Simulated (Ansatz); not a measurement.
## LaBr3 (model cell, started as ReO3 type): the cell at rest: bringing the structure to rest

Ansatz 0.2.0; DFT r2SCAN, scalar-relativistic, plane waves, PAW.

The structure was built from a prototype and need not be the compound's stable phase.

It takes space group Pm-3m (No. 221, cubic). The conventional cell has a = 5.801 Å, b = 5.801 Å, c = 5.801 Å, α = 90.00°, β = 90.00°, γ = 90.00°. Nearest to La lie 6 Br at 2.90 Å. Br has 2 La at 2.90 Å nearest. Farther neighbours and most contacts between anions are not listed.

The steps of the relaxation:

```
step  energy less that of the first step (eV)  largest force component (eV/Å)  pressure (GPa)  volume (Å³)
   1                                   0.0000                          0.0000            1.06       195.17
   2                                  -0.0222                          0.0000           -0.12       203.37
   3                                  -0.0226                          0.0000           -0.01       202.52
  4*                                  -0.0234                          0.0000           -0.01       202.52
```

Relaxation steps marked * repeat the geometry before them on a plane-wave basis chosen anew for their cell, so energy and pressure can jump there.

Forces are held to the 48 operations that the run works with; a distortion that breaks them can't arise in this run.

```
conventional cell, symmetrised  before  after  change
                         a (Å)   5.801  5.872  +1.2 %
                         b (Å)   5.801  5.872  +1.2 %
                         c (Å)   5.801  5.872  +1.2 %
              volume (Å³/atom)   48.79  50.63  +3.8 %
```

Final coordinates:

```cif
data_structure
_symmetry_space_group_name_H-M 'P 1'
_symmetry_Int_Tables_number 1
_cell_length_a 5.8725
_cell_length_b 5.8725
_cell_length_c 5.8725
_cell_angle_alpha 90.000
_cell_angle_beta 90.000
_cell_angle_gamma 90.000
_cell_volume 202.52
loop_
_atom_site_label
_atom_site_type_symbol
_atom_site_fract_x
_atom_site_fract_y
_atom_site_fract_z
_atom_site_occupancy
La1 La 0.00000 0.00000 0.00000 1
Br2 Br 0.50000 0.00000 0.00000 1
Br3 Br 0.00000 0.50000 0.00000 1
Br4 Br 0.00000 0.00000 0.50000 1
```

This step gave:

* pressure: -0.006825 GPa
* gap on the k-mesh: 3.986 eV
* volume per atom: 50.63 Å³
* direct gap on mesh: 3.986 eV

ELF in the ac plane at fractional y = 0.000, with atoms of La and Br within 0.2 Å of it. It is the smooth field of the valence electrons, not physical close to the nuclei.

Values, 16 rows by 16 columns, each cell a mean:
```
0.20 0.64 0.81 0.40 0.35 0.79 0.76 0.22 0.08 0.49 0.84 0.62 0.24 0.65 0.80 0.39
0.76 0.83 0.70 0.23 0.28 0.74 0.86 0.79 0.72 0.84 0.84 0.55 0.16 0.45 0.81 0.80
0.68 0.58 0.30 0.07 0.17 0.60 0.80 0.86 0.86 0.84 0.74 0.40 0.08 0.15 0.45 0.65
0.27 0.21 0.12 0.05 0.06 0.27 0.58 0.72 0.74 0.67 0.45 0.14 0.04 0.08 0.16 0.24
0.63 0.59 0.50 0.28 0.07 0.05 0.19 0.39 0.44 0.30 0.10 0.04 0.14 0.40 0.55 0.62
0.82 0.85 0.81 0.64 0.26 0.04 0.02 0.06 0.09 0.04 0.02 0.10 0.45 0.74 0.84 0.84
0.33 0.69 0.87 0.78 0.52 0.14 0.01 0.00 0.01 0.01 0.04 0.30 0.67 0.84 0.84 0.49
0.01 0.36 0.85 0.82 0.63 0.25 0.02 0.00 0.00 0.01 0.09 0.44 0.74 0.86 0.72 0.08
0.07 0.51 0.86 0.81 0.59 0.20 0.02 0.00 0.00 0.00 0.06 0.39 0.72 0.86 0.79 0.22
0.69 0.83 0.85 0.73 0.40 0.07 0.01 0.02 0.02 0.01 0.02 0.19 0.58 0.80 0.86 0.76
0.80 0.77 0.69 0.46 0.13 0.03 0.07 0.20 0.25 0.14 0.04 0.05 0.27 0.60 0.74 0.79
0.36 0.32 0.24 0.11 0.04 0.13 0.40 0.59 0.63 0.52 0.26 0.07 0.06 0.17 0.28 0.35
0.44 0.33 0.15 0.04 0.11 0.46 0.73 0.81 0.82 0.78 0.64 0.28 0.05 0.07 0.23 0.40
0.81 0.79 0.54 0.15 0.24 0.69 0.85 0.86 0.85 0.87 0.81 0.50 0.12 0.30 0.70 0.81
0.50 0.76 0.79 0.33 0.32 0.77 0.83 0.51 0.36 0.69 0.85 0.59 0.21 0.58 0.83 0.64
0.03 0.50 0.81 0.44 0.36 0.80 0.69 0.07 0.01 0.33 0.82 0.63 0.27 0.68 0.76 0.20
```
Columns run along a (5.9 Å), rows up along c (5.9 Å). Atoms in or near the plane, at fractional coordinates: La at (0.00, 0.00), Br at (0.50, 0.00), Br at (0.00, 0.50).

Valence density in the ac plane at fractional y = 0.000, with atoms of La and Br within 0.2 Å of it. It is the smooth field of the valence electrons, not physical close to the nuclei.

Values in e/Å³, 16 rows by 16 columns, each cell a mean:
```
1.5 1.6 1.1 0.4 0.3 0.6 1.1 0.8 0.6 1.1 0.9 0.4 0.3 0.7 1.5 1.6
1.5 1.3 0.7 0.2 0.2 0.4 0.8 1.1 1.1 1.0 0.6 0.2 0.2 0.4 1.0 1.5
0.8 0.5 0.2 0.1 0.1 0.2 0.3 0.5 0.6 0.4 0.2 0.1 0.1 0.1 0.4 0.7
0.3 0.2 0.1 0.1 0.0 0.1 0.1 0.2 0.2 0.1 0.1 0.1 0.0 0.1 0.2 0.3
0.4 0.3 0.2 0.1 0.0 0.0 0.0 0.0 0.0 0.0 0.0 0.0 0.1 0.1 0.2 0.4
0.9 0.7 0.4 0.1 0.1 0.0 0.0 0.0 0.0 0.0 0.0 0.0 0.1 0.2 0.6 0.9
0.9 1.1 0.7 0.3 0.1 0.0 0.0 0.0 0.0 0.0 0.0 0.0 0.1 0.4 1.0 1.1
0.2 0.9 0.9 0.3 0.1 0.0 0.0 0.0 0.0 0.0 0.0 0.0 0.2 0.6 1.1 0.6
0.6 1.1 0.8 0.3 0.1 0.0 0.0 0.0 0.0 0.0 0.0 0.0 0.2 0.5 1.1 0.8
1.1 1.0 0.5 0.2 0.1 0.0 0.0 0.0 0.0 0.0 0.0 0.0 0.1 0.3 0.8 1.1
0.6 0.5 0.3 0.1 0.0 0.0 0.0 0.0 0.0 0.0 0.0 0.0 0.1 0.2 0.4 0.6
0.3 0.2 0.1 0.1 0.0 0.0 0.1 0.1 0.1 0.1 0.1 0.0 0.0 0.1 0.2 0.3
0.5 0.3 0.2 0.1 0.1 0.1 0.2 0.3 0.3 0.3 0.1 0.1 0.1 0.1 0.2 0.4
1.2 0.9 0.4 0.2 0.1 0.3 0.5 0.8 0.9 0.7 0.4 0.2 0.1 0.2 0.7 1.1
1.6 1.6 0.9 0.3 0.2 0.5 1.0 1.1 0.9 1.1 0.7 0.3 0.2 0.5 1.3 1.6
1.4 1.6 1.2 0.5 0.3 0.6 1.1 0.6 0.2 0.9 0.9 0.4 0.3 0.8 1.5 1.5
```
Columns run along a (5.9 Å), rows up along c (5.9 Å). Atoms in or near the plane, at fractional coordinates: La at (0.00, 0.00), Br at (0.50, 0.00), Br at (0.00, 0.50).

Electrostatic potential energy in the ac plane at fractional y = 0.000, with atoms of La and Br within 0.2 Å of it. With pseudopotentials it is smooth inside the atoms' cores, unlike the true potential.

Ten even steps from '0' (-71 eV) to '9' (7 eV), each cell a mean:
```
5357884001688634
3468997435898753
6789999889999876
8899999999999988
8999999999999998
6799999999999986
0379999999999951
0069999999999830
0169999999999840
3589999999999974
8899999999999998
8999999999999998
7889999999999987
4578998667999865
3358985103798743
7347883000688635
```
Columns run along a (5.9 Å; values clipped at the 3rd and 97th percentile), rows up along c (5.9 Å). Atoms in or near the plane, at fractional coordinates: La at (0.00, 0.00), Br at (0.50, 0.00), Br at (0.00, 0.50).

**Question.** Which input gives these results?

The system, level and task follow from the heading and the kind of results. Meshes, cutoffs and thresholds can't be read from the results; these are the ones that the run used.

input.yaml reads:

```yaml
crystal:
  lattice:
    - [5.8006, 0.0, 0.0]
    - [0.0, 5.8006, 0.0]
    - [0.0, 0.0, 5.8006]
  atoms:
    - { symbol: La, position: [0.0, 0.0, 0.0] }
    - { symbol: Br, position: [0.5, 0.0, 0.0] }
    - { symbol: Br, position: [0.0, 0.5, 0.0] }
    - { symbol: Br, position: [0.0, 0.0, 0.5] }
kpoints:
  mp_grid: { grid: [4, 4, 4] }
hamiltonian:
  xc: r2scan
scf:
  occupations: { method: gaussian, width: 0.02 }
output:
  forces: true
  stress: true
  eigenvalues: true
  write_density: true
  write_potential: true
  elf: true
  volumetric_format: npy
relax:
  adjacent_minimum: "off"
  f_tol: 0.005
  max_steps: 80
  cell: { stress_tol: 0.05 }
```

On the command line:

```bash
$ ansatz run input.yaml --threads 4 --pin off --max-ram 7168MiB --backend cpu --events-out ev --progress --plain --runs-dir out
```

[Logs are printed without paths, hosts, clocks, repeated set-up lines and the standing remarks that a program may print on its own settings, such as how far it seeks lower states.]

[Hosts, paths, dates, database ids (printed as entryN), source tags and the programs' standing remarks are cut or masked in the printed files.]
